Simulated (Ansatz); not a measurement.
**Ge chain started as a dimerised line: one chain at several levels of theory**

How many channels does the Ge chain started as a dimerised line carry, and how sure is the answer?

Method: DFT PBE, plane waves, PAW; relaxation of a chain's period, in the first sound run; inputs show where later runs differ, in Ansatz 0.2.0.

## 1. Set-up

The cell holds 2 atoms: 2 Ge. Cell: a = 7.500 Å, b = 7.500 Å, c = 4.560 Å, α = 90.0°, β = 90.0°, γ = 90.0°. Vacuum lies along a and b. The structure's axis is c.

## 2. Relaxing the period, level PBE, cutoff 420 eV

Band widths follow the bond lengths, so the chain is relaxed first. The atoms and the third cell vector are free; the box across stays fixed as vacuum. Moments are seeded so that a magnetic state can form if it lies lower. A Fermi-Dirac smearing is set since the result may be a metal. The pressure printed is a third of the stress's trace over the whole box, vacuum included; only the stress along the axis is relaxed.

input.yaml reads:

```yaml
crystal:
  lattice:
    - [7.5, 0.0, 0.0]
    - [0.0, 7.5, 0.0]
    - [0.0, 0.0, 4.56]
  atoms:
    - { symbol: Ge, position: [0.5, 0.5, 0.0], spin: 0.3 }
    - { symbol: Ge, position: [0.5, 0.5, 0.45], spin: 0.3 }
magnetization:
  spin_polarized: true
kpoints:
  mp_grid: { grid: [1, 1, 18] }
scf:
  occupations: { method: fermi_dirac, width: 0.05 }
hamiltonian:
  xc: pbe
relax:
  cell: { fix: [a, b, alpha, beta, gamma] }
  max_steps: 60
```

Command:

```sh
$ ansatz run input.yaml --threads 4 --pin off --max-ram 8192MiB --backend cpu --events-out ev --progress --plain --runs-dir out
```

Numbers of over 12 decimals in the logs are rounded to 6 here.

The program printed:

```text
Engine: ansatz 0.2.0, aarch64-unknown-linux-gnu
Pseudopotentials: kind: paw
Pseudopotential: Ge, paw, valence charge 14, recommended cutoff 420 eV (normal), Ge.paw.azcp
Functional definition: PBE
  parameter kappa = 0.804
  parameter beta = 0.066725
  exchange = pbe_x(kappa = kappa, mu = beta*pi^2/3)
  correlation = pbe_c(beta = beta)
Crystal: 2 atoms, lattice volume = 256.500 Å³
Basis set: ecut = 420 eV, 5039 PW (Γ), exchange–correlation on 108×108×64 points (8 copies of the dense FFT grid, shifted against one another)
Bands: 19, of which v1, the nominal top of the filled ones, is band 14 counted from 1 (13 counted from 0)
Symmetry: 16 space group operations
Space group: P4/mmm (ITA 123), of the structure as read, at distance tolerance 6.4e-5 Å
Magnetic group: BNS 123.339 (UNI 999), of the structure as read, at distance tolerance 6.4e-5 Å
k-points: 10 of 18
Non-local potential: Ge, projectors of the file, l = 0: 2, l = 1: 2, l = 2: 3, l = 3: 1
PAW form: soft (Blöchl's): semilocal exchange-correlation on the pseudo side does not see the compensation charge
PAW one-centre angular grid: Ge, 590 points (default); XC on 64 Gauss nodes
Initial density: superposition of atomic densities (neutral atoms: chi_scale 0, normalization atom)
Starting moments: Σ|m| = 0.6 μB on 2 of 2 sites
Initial wavefunctions: pseudopotential atomic-orbital guess
Functional: x = pbe(κ = 0.804, μ = 0.219515), c = pbe(β = 0.066725)
iter 1 solved again at ethr=2.26e-3 eV; its pass at ethr=3.10e-3 eV (dr2=6.32e-1 eV) is discarded
SCF iter   1: F=—  HF=-8586.496100 eV  |F-HF|=—  |Δ(HF+E_count)|=         —  Δρ=1.36e-2 (↑1.34e-2 ↓1.36e-2)  dr2=6.41e-1  dr2_m=3.46e-1  M=0.118 μB ∫|m|=0.118 μB  β_m=0.30  ethr=2.26e-3  ⟨swp⟩=1.0  Hψ=2411  notcnv=0
preconditioner: auto → LDOS  [metal: Δε(μ)=0.107 eV  Ē_g=8.194 eV  σ=0.050 eV  W_gap=0.42  n_scr=38 (ndim 8)  ℏωp=6.6 eV  f_vac=0.650  D(μ)=2.54/eV (n_scr^D=8)]
spin=Collinear: LDOS preconditioning applied to the charge; magnetization (m = ρ↑ − ρ↓) channel mixes plain (no charge-response kernel on spin).
SCF iter   2: F=—  HF=-8586.380996 eV  |F-HF|=—  |Δ(HF+E_count)|=   1.15e-1  Δρ=9.64e-3 (↑9.12e-3 ↓9.64e-3)  dr2=2.96e-1  dr2_m=1.72e-1  M=0.100 μB ∫|m|=0.100 μB  β_m=0.30  ethr=2.26e-3  ⟨swp⟩=2.0  Hψ=472  notcnv=0
SCF iter   3: F=—  HF=-8586.290681 eV  |F-HF|=—  |Δ(HF+E_count)|=   9.03e-2  Δρ=6.49e-3 (↑5.85e-3 ↓6.49e-3)  dr2=2.95e-2  dr2_m=8.61e-2  M=0.095 μB ∫|m|=0.095 μB  β_m=0.30  ethr=1.06e-3  ⟨swp⟩=2.8  Hψ=592  notcnv=0  defer=2
SCF iter   4: F=—  HF=-8586.294535 eV  |F-HF|=—  |Δ(HF+E_count)|=   3.85e-3  Δρ=4.42e-3 (↑4.23e-3 ↓4.42e-3)  dr2=7.85e-3  dr2_m=4.29e-2  M=0.088 μB ∫|m|=0.088 μB  β_m=0.30  ethr=1.05e-4  ⟨swp⟩=2.0  Hψ=568  notcnv=0  defer=4
SCF iter   5: F=—  HF=-8586.296934 eV  |F-HF|=—  |Δ(HF+E_count)|=   2.40e-3  Δρ=3.09e-3 (↑3.00e-3 ↓3.09e-3)  dr2=1.30e-3  dr2_m=2.15e-2  M=0.077 μB ∫|m|=0.077 μB  β_m=0.30  ethr=2.80e-5  ⟨swp⟩=2.0  Hψ=535  notcnv=0  defer=4
SCF iter   6: F=—  HF=-8586.298425 eV  |F-HF|=—  |Δ(HF+E_count)|=   1.49e-3  Δρ=2.15e-3 (↑2.15e-3 ↓2.13e-3)  dr2=6.44e-5  dr2_m=1.07e-2  M=0.068 μB ∫|m|=0.068 μB  β_m=0.30  ethr=4.64e-6  ⟨swp⟩=2.0  Hψ=552  notcnv=0  defer=4
SCF iter   7: F=—  HF=-8586.299045 eV  |F-HF|=—  |Δ(HF+E_count)|=   6.20e-4  Δρ=1.53e-3 (↑1.53e-3 ↓1.50e-3)  dr2=1.12e-5  dr2_m=5.37e-3  M=0.060 μB ∫|m|=0.060 μB  β_m=0.30  ethr=2.30e-7  ⟨swp⟩=2.0  Hψ=616  notcnv=0  defer=4
Mixer restart at iter 7: flushing history
spin-set hold released at iteration 7 (site moments contracting): the magnetisation degrees of freedom join the quasi-Newton model from the next iteration; the mixer history was flushed
SCF iter   8: F=—  HF=-8586.299359 eV  |F-HF|=—  |Δ(HF+E_count)|=   3.14e-4  Δρ=1.08e-3 (↑1.08e-3 ↓1.06e-3)  dr2=5.89e-6  dr2_m=2.70e-3  M=0.053 μB ∫|m|=0.053 μB  β_m=0.65  ethr=3.99e-8  ⟨swp⟩=2.1  Hψ=566  notcnv=0  defer=4
SCF iter   9: F=—  HF=-8586.299820 eV  |F-HF|=—  |Δ(HF+E_count)|=   4.61e-4  Δρ=8.85e-5 (↑8.37e-5 ↓8.85e-5)  dr2=6.89e-7  dr2_m=1.73e-5  M=0.028 μB ∫|m|=0.028 μB  β_m=0.82  ethr=2.10e-8  ⟨swp⟩=2.6  Hψ=688  notcnv=0  defer=4
SCF iter  10: F=—  HF=-8586.299876 eV  |F-HF|=—  |Δ(HF+E_count)|=   5.61e-5  Δρ=5.82e-5 (↑5.82e-5 ↓5.74e-5)  dr2=7.58e-7  dr2_m=7.77e-6  M=0.019 μB ∫|m|=0.019 μB  β_m=0.91  ethr=2.46e-9  ⟨swp⟩=2.6  Hψ=695  notcnv=0  defer=4
SCF iter  11: F=—  HF=-8586.299914 eV  |F-HF|=—  |Δ(HF+E_count)|=   3.78e-5  Δρ=2.88e-5 (↑2.45e-5 ↓2.88e-5)  dr2=4.20e-6  dr2_m=1.08e-6  M=0.007 μB ∫|m|=0.007 μB  β_m=0.76  ethr=2.46e-9  ⟨swp⟩=3.0  Hψ=740  notcnv=0  defer=4
SCF iter  12: F=—  HF=-8586.299917 eV  |F-HF|=—  |Δ(HF+E_count)|=   3.62e-6  Δρ=6.05e-6 (↑6.05e-6 ↓5.57e-6)  dr2=9.75e-9  dr2_m=7.72e-8  M=0.002 μB ∫|m|=0.002 μB  β_m=0.88  ethr=3.57e-10  ⟨swp⟩=3.0  Hψ=1692  notcnv=0
SCF iter  13: F=—  HF=-8586.299918 eV  |F-HF|=—  |Δ(HF+E_count)|=   5.42e-7  Δρ=1.27e-6 (↑1.27e-6 ↓8.97e-7)  dr2=9.11e-9  dr2_m=1.04e-9  M=0.000 μB ∫|m|=0.000 μB  β_m=0.74  ethr=3.48e-11  ⟨swp⟩=4.0  Hψ=1116  notcnv=0
SCF iter  14: F=—  HF=-8586.299918 eV  |F-HF|=—  |Δ(HF+E_count)|=  2.22e-10  Δρ=4.95e-7 (↑4.09e-7 ↓4.95e-7)  dr2=1.03e-9  dr2_m=3.91e-10  M=0.000 μB ∫|m|=0.000 μB  β_m=0.87  ethr=3.26e-11  ⟨swp⟩=3.8  Hψ=1046  notcnv=0
SCF iter  15: F=—  HF=-8586.299918 eV  |F-HF|=—  |Δ(HF+E_count)|=   2.40e-9  Δρ=1.36e-7 (↑1.18e-7 ↓1.36e-7)  dr2=1.02e-10  dr2_m=2.96e-11  M=0.000 μB ∫|m|=0.000 μB  β_m=0.93  ethr=3.67e-12  ⟨swp⟩=3.0  Hψ=822  notcnv=0
SCF iter  16: F=-8586.299918 eV  HF=-8586.299918 eV  |F-HF|=0.00e0  |Δ(HF+E_count)|=  1.82e-10  Δρ=7.65e-9 (↑7.65e-9 ↓5.38e-9)  dr2=5.84e-13  dr2_m=2.10e-14  M=0.000 μB ∫|m|=0.000 μB  ethr=1.00e-12  ⟨swp⟩=2.6  Hψ=787  notcnv=0
WARN: the starting moments were not kept: the SCF closed with an absolute magnetisation of 7.1e-7 μB, where they sum to 0.6 μB in size (2 sites). That is at most 0.1 of that sum. Measured as dr2_m measures the in/out step, that magnetisation stands 4.1e-14 eV from none, at or under the dr2_threshold of 1.0e-7 eV: it is no larger than a step whose dr2_m would equal this threshold. The system may hold no moment; this S [...]
SCF 1 converged in 16 iterations: F = -8586.299918 eV  dr2 = 5.84e-13
  greatest PAW one-centre occupation: 0.998 electrons in one spin orbital (limit 2), on the Ge atom at site 1 (counted from 0), in its partial waves of l = 2
[...]
relax step   5: F+E_penalty+E_count = -8586.87318162 eV  Δ(F+E_penalty+E_count) = -1.973e-4 eV  max|allowed force component| = 2.568e-4 eV/Å  Δτ_max = 0.0004 Å  P = +0.115 GPa  Ω = 265.179 Å³  energy of the carried Pulay correction = -2.572e-4 eV  fix = [a, b, alpha, beta, gamma]  reactions: a +0.176, b +0.176 GPa  (5 SCF iters, dr2 threshold 3.71e-8 eV, accepted)
Initial wavefunctions: pseudopotential atomic-orbital guess (no wavefunctions were taken with the density)
iter 1 solved again at ethr=3.87e-7 eV; its pass at ethr=3.10e-3 eV (dr2=1.08e-4 eV) is discarded
SCF iter   1: F=—  HF=-8586.843113 eV  |F-HF|=—  |Δ(HF+E_count)|=         —  Δρ=2.49e-4 (↑2.49e-4 ↓2.49e-4)  dr2=2.98e-5  dr2_m=1.99e-11  M=0.000 μB ∫|m|=0.000 μB  β_m=0.30  ethr=3.87e-7  ⟨swp⟩=3.1  Hψ=2706  notcnv=0
preconditioner: auto → Resta (q_TF=auto, 1.876 Å⁻¹)  ε∞=1.7  [insulator: Δε(μ)=0.315 eV  Ē_g=7.510 eV  σ=0.050 eV  W_gap=0.74  n_scr=38 (ndim 8)  ℏωp=6.4 eV  f_vac=0.676  D(μ)=1.77/eV (n_scr^D=4)  ε∞_Penn≈1.7  vacuum switching on, ρ_ref=4.1e-3 e/Å³]
spin=Collinear: Resta preconditioning applied to the charge; magnetization (m = ρ↑ − ρ↓) channel mixes plain (no charge-response kernel on spin).
SCF iter   2: F=—  HF=-8586.854859 eV  |F-HF|=—  |Δ(HF+E_count)|=   1.17e-2  Δρ=1.74e-4 (↑1.74e-4 ↓1.74e-4)  dr2=7.77e-6  dr2_m=1.20e-11  M=0.000 μB ∫|m|=0.000 μB  β_m=0.44  ethr=1.06e-7  ⟨swp⟩=2.2  Hψ=566  notcnv=0
SCF iter   3: F=—  HF=-8586.869161 eV  |F-HF|=—  |Δ(HF+E_count)|=   1.43e-2  Δρ=6.79e-5 (↑6.79e-5 ↓6.79e-5)  dr2=2.82e-6  dr2_m=4.02e-12  M=0.000 μB ∫|m|=0.000 μB  β_m=0.72  ethr=2.78e-8  ⟨swp⟩=2.9  Hψ=596  notcnv=0
SCF iter   4: F=—  HF=-8586.873131 eV  |F-HF|=—  |Δ(HF+E_count)|=   3.97e-3  Δρ=1.61e-5 (↑1.61e-5 ↓1.61e-5)  dr2=2.90e-7  dr2_m=7.11e-13  M=0.000 μB ∫|m|=0.000 μB  β_m=0.66  ethr=1.01e-8  ⟨swp⟩=3.2  Hψ=820  notcnv=0
SCF iter   5: F=—  HF=-8586.873319 eV  |F-HF|=—  |Δ(HF+E_count)|=   1.89e-4  Δρ=2.81e-6 (↑2.81e-6 ↓2.81e-6)  dr2=1.33e-8  dr2_m=2.02e-13  M=0.000 μB ∫|m|=0.000 μB  β_m=0.65  ethr=1.04e-9  ⟨swp⟩=2.2  Hψ=672  notcnv=0
SCF iter   6: F=—  HF=-8586.873320 eV  |F-HF|=—  |Δ(HF+E_count)|=   1.32e-6  Δρ=5.59e-7 (↑5.59e-7 ↓5.57e-7)  dr2=2.83e-9  dr2_m=7.54e-14  M=0.000 μB ∫|m|=0.000 μB  β_m=0.82  ethr=4.76e-11  ⟨swp⟩=2.8  Hψ=628  notcnv=0
SCF iter   7: F=—  HF=-8586.873321 eV  |F-HF|=—  |Δ(HF+E_count)|=   3.90e-7  Δρ=5.90e-8 (↑5.90e-8 ↓5.76e-8)  dr2=5.24e-11  dr2_m=1.25e-14  M=0.000 μB ∫|m|=0.000 μB  β_m=0.91  ethr=1.01e-11  ⟨swp⟩=2.0  Hψ=466  notcnv=0
SCF iter   8: F=—  HF=-8586.873453 eV  |F-HF|=—  |Δ(HF+E_count)|=   1.32e-4  Δρ=3.90e-7 (↑3.89e-7 ↓3.90e-7)  dr2=1.51e-9  dr2_m=1.57e-15  M=0.000 μB ∫|m|=0.000 μB  β_m=0.91  ethr=1.00e-12  ⟨swp⟩=8.4  Hψ=1964  notcnv=0
SCF iter   9: F=—  HF=-8586.873453 eV  |F-HF|=—  |Δ(HF+E_count)|=   1.33e-9  Δρ=3.73e-7 (↑3.73e-7 ↓3.73e-7)  dr2=1.38e-9  dr2_m=2.16e-15  M=0.000 μB ∫|m|=0.000 μB  β_m=0.78  ethr=1.00e-12  ⟨swp⟩=1.0  Hψ=380  notcnv=0
SCF iter  10: F=—  HF=-8586.873453 eV  |F-HF|=—  |Δ(HF+E_count)|=   1.87e-9  Δρ=3.47e-7 (↑3.47e-7 ↓3.47e-7)  dr2=1.13e-9  dr2_m=5.86e-15  M=0.000 μB ∫|m|=0.000 μB  β_m=0.72  ethr=1.00e-12  ⟨swp⟩=1.8  Hψ=412  notcnv=0
SCF iter  11: F=—  HF=-8586.873453 eV  |F-HF|=—  |Δ(HF+E_count)|=   7.37e-9  Δρ=4.13e-7 (↑4.13e-7 ↓4.13e-7)  dr2=1.64e-9  dr2_m=4.19e-15  M=0.000 μB ∫|m|=0.000 μB  β_m=0.58  ethr=1.00e-12  ⟨swp⟩=2.0  Hψ=460  notcnv=0
SCF iter  12: F=—  HF=-8586.873453 eV  |F-HF|=—  |Δ(HF+E_count)|=   1.97e-8  Δρ=1.61e-7 (↑1.61e-7 ↓1.61e-7)  dr2=1.21e-10  dr2_m=7.75e-15  M=0.000 μB ∫|m|=0.000 μB  β_m=0.79  ethr=1.00e-12  ⟨swp⟩=2.2  Hψ=672  notcnv=0
SCF iter  13: F=—  HF=-8586.873453 eV  |F-HF|=—  |Δ(HF+E_count)|=   5.68e-9  Δρ=2.35e-7 (↑2.35e-7 ↓2.35e-7)  dr2=5.37e-10  dr2_m=2.12e-15  M=0.000 μB ∫|m|=0.000 μB  β_m=0.89  ethr=1.00e-12  ⟨swp⟩=2.1  Hψ=664  notcnv=0  recentre
SCF iter  14: F=—  HF=-8586.873453 eV  |F-HF|=—  |Δ(HF+E_count)|=   4.64e-9  Δρ=1.05e-7 (↑1.05e-7 ↓1.04e-7)  dr2=1.02e-10  dr2_m=7.58e-16  M=-0.000 μB ∫|m|=0.000 μB  β_m=0.95  ethr=1.00e-12  ⟨swp⟩=2.0  Hψ=464  notcnv=0
SCF iter  15: F=-8586.873453 eV  HF=-8586.873453 eV  |F-HF|=2.73e-11  |Δ(HF+E_count)|=  9.88e-10  Δρ=1.67e-8 (↑1.67e-8 ↓1.67e-8)  dr2=2.65e-12  dr2_m=3.31e-17  M=-0.000 μB ∫|m|=0.000 μB  ethr=1.00e-12  ⟨swp⟩=3.5  Hψ=1502  notcnv=0
the starting moments were not kept: the SCF closed with an absolute magnetisation of 2.2e-8 μB, where they sum to 0.6 μB in size (2 sites). That is at most 0.1 of that sum. Measured as dr2_m measures the in/out step, that magnetisation stands 2.1e-17 eV from none, at or under the dr2_threshold of 2.0e-11 eV: it is no larger than a step whose dr2_m would equal this threshold.
SCF 6 converged in 15 iterations: F = -8586.873453 eV  dr2 = 2.65e-12
relax step   6: F+E_penalty+E_count = -8586.87345296 eV  Δ(F+E_penalty+E_count) = -2.713e-4 eV  max|allowed force component| = 2.465e-4 eV/Å  Δτ_max = 0.0000 Å  P = +0.115 GPa  Ω = 265.179 Å³  fix = [a, b, alpha, beta, gamma]  reactions: a +0.176, b +0.176 GPa  stress off target by 5.84e-3 GPa on what of the cell is left free  SCF on the basis re-selected at this cell (its energy is not comparable with the rows above)  (15 SCF iters)
basis re-selected at this cell: Δ(F+E_penalty+E_count) = -2.713e-4 eV, ΔP = +0.001 GPa vs the last step (what re-selecting the basis moved, of the pressure what is left beyond the Pulay correction that the steps carried, after the strain that the cell walked since its last selection, with what the two solves' SCF thresholds leave and, on support functions, any second-order correction that the steps lacked; it is no m [...]
SCF converged after 15 iterations
Magnetization: -0.0000 μB (14.0000 up, 14.0000 down)
Absolute magnetization: 0.0000 μB (∫|ρ↑−ρ↓|, with the PAW one-centre terms)
Spin contamination: 0.0000 ħ² per cell (⟨S²⟩ above its minimum at these occupations)
Per-site moments (μB) at R_I (Å): [(-2.295402619522239e-9, 0.972312), (-2.2954025415376e-9, 0.972312)]
Free energy (F): -8586.873453 eV
Harris-Foulkes:  -8586.873453 eV  (|F-HF|=2.73e-11)
Internal energy: -8586.859498 eV  (E = F + TS)
E sigma→0 (E₀):  -8586.866475 eV
Entropy (-TS):   -0.013955 eV (-6.978 meV/atom)
Fermi energy:    -2.628257 eV
--- Per-component energies (eV) ---
  E_band       = -595.687924
  E_kinetic    = 218.042295
  E_local      = -8714.996383  (includes V_loc(G=0)·N_el)
  E_nonlocal   = 831.027867
  E_hartree    = 3904.281507
  E_xc         = -147.792300
  E_vxc        = -124.229392  (∫ρ·V_xc dr)
  E_paw        = -4033.219863  (= ΣΔE_a)
  E_vpaw       = -614.095861  (= ΣTr[D̂ρ^β])
  E_aug_tail   = 0.000579  (compensation charges beyond the density's cutoff)
  E_ewald      = -644.203199
  E_smearing   = -0.013955  (= −TS)
  E_closure    = 0.000000  (closes the sum)
  Σ components = -8586.873453   (vs F -8586.873453, Δ=0.00e0)
--- Forces (eV/Å), atoms counted from 1 ---
  atom   1  Ge     0.00000000     0.00000000    -0.00024646
  atom   2  Ge     0.00000000     0.00000000     0.00024646
  max |Σ_I F_I| component: 0.00e0 eV/Å
--- Stress (GPa, compression-positive) ---
        0.175703       0.000000       0.000000
        0.000000       0.175703       0.000000
        0.000000       0.000000      -0.005840
  P = ⅓ Tr σ = 0.1152 GPa (1.152 kbar)
--- Relaxed structure (5 steps of the walk, 5 accepted, 1 SCFs on fresh bases) ---
  F+E_penalty+E_count = -8586.87345296 eV   max|allowed force component| = 2.465e-4 eV/Å   (the final SCF, on the basis selected at the relaxed cell)
  cell:  # Å, volume = 265.1785 Å³
    - [7.5, 0.0, 0.0]
    - [0.0, 7.5, 0.0]
    - [0.0, 0.0, 4.714285]
  atoms:
    - { symbol: Ge, position: [0.5, 0.5, -0.024998] }
    - { symbol: Ge, position: [0.5, 0.5, 0.474998] }
```

Elapsed: 11 s, on 4 threads of Arm Neoverse V2, shared host; peak memory 0.54 GiB.

Step by step:

| step | energy less that of the first step (eV) | largest force component (eV/Å) | pressure (GPa) | volume (Å³) |
| --- | --- | --- | --- | --- |
| 1 | 0.0000 | 4.7772 | 1.76 | 256.50 |
| 2 | -0.5494 | 0.7187 | 0.37 | 262.95 |
| 3 | -0.5692 | 0.2775 | 0.22 | 264.13 |
| 4 | -0.5731 | 0.0087 | 0.08 | 265.62 |
| 5 | -0.5733 | 0.0003 | 0.11 | 265.18 |
| 6* | -0.5735 | 0.0002 | 0.12 | 265.18 |

Relaxation steps marked * repeat the geometry before them on a plane-wave basis chosen anew for their cell, so energy and pressure can jump there.

Forces are held to the 16 operations that the run works with; a distortion that breaks them can't arise in this run.

| cell as run | before | after | change |
| --- | --- | --- | --- |
| c (Å) | 4.560 | 4.714 | +3.4 % |

The atoms that moved most (Å, along periodic axes as changes of fractional coordinates times the final cell, across vacuum about the mean position):

| atom | dx | dy | dz | length |
| --- | --- | --- | --- | --- |
| Ge1 | 0.000 | 0.000 | -0.118 | 0.118 |
| Ge2 | 0.000 | 0.000 | 0.118 | 0.118 |

Final coordinates:

```cif
data_structure
_symmetry_space_group_name_H-M 'P 1'
_symmetry_Int_Tables_number 1
_cell_length_a 7.5000
_cell_length_b 7.5000
_cell_length_c 4.7143
_cell_angle_alpha 90.000
_cell_angle_beta 90.000
_cell_angle_gamma 90.000
_cell_volume 265.18
loop_
_atom_site_label
_atom_site_type_symbol
_atom_site_fract_x
_atom_site_fract_y
_atom_site_fract_z
_atom_site_occupancy
Ge1 Ge 0.50000 0.50000 0.97500 1
Ge2 Ge 0.50000 0.50000 0.47500 1
```

Numbers from this step:

```yaml
energy_at_zero_smearing: -8586.8665 eV
cell_length_along_the_wire: 4.714 Å
```

The cell's length comes to 4.714 Å with no moment. The two atoms stand evenly on a line, so the true period is half of it.

(Part 1 of 4 ends here.)

[Logs are printed without paths, hosts, clocks, repeated set-up lines and the standing remarks that a program may print on its own settings, such as how far it seeks lower states.]

[Hosts, paths, dates, database ids (printed as entryN), source tags and the programs' standing remarks are cut or masked in the printed files.]
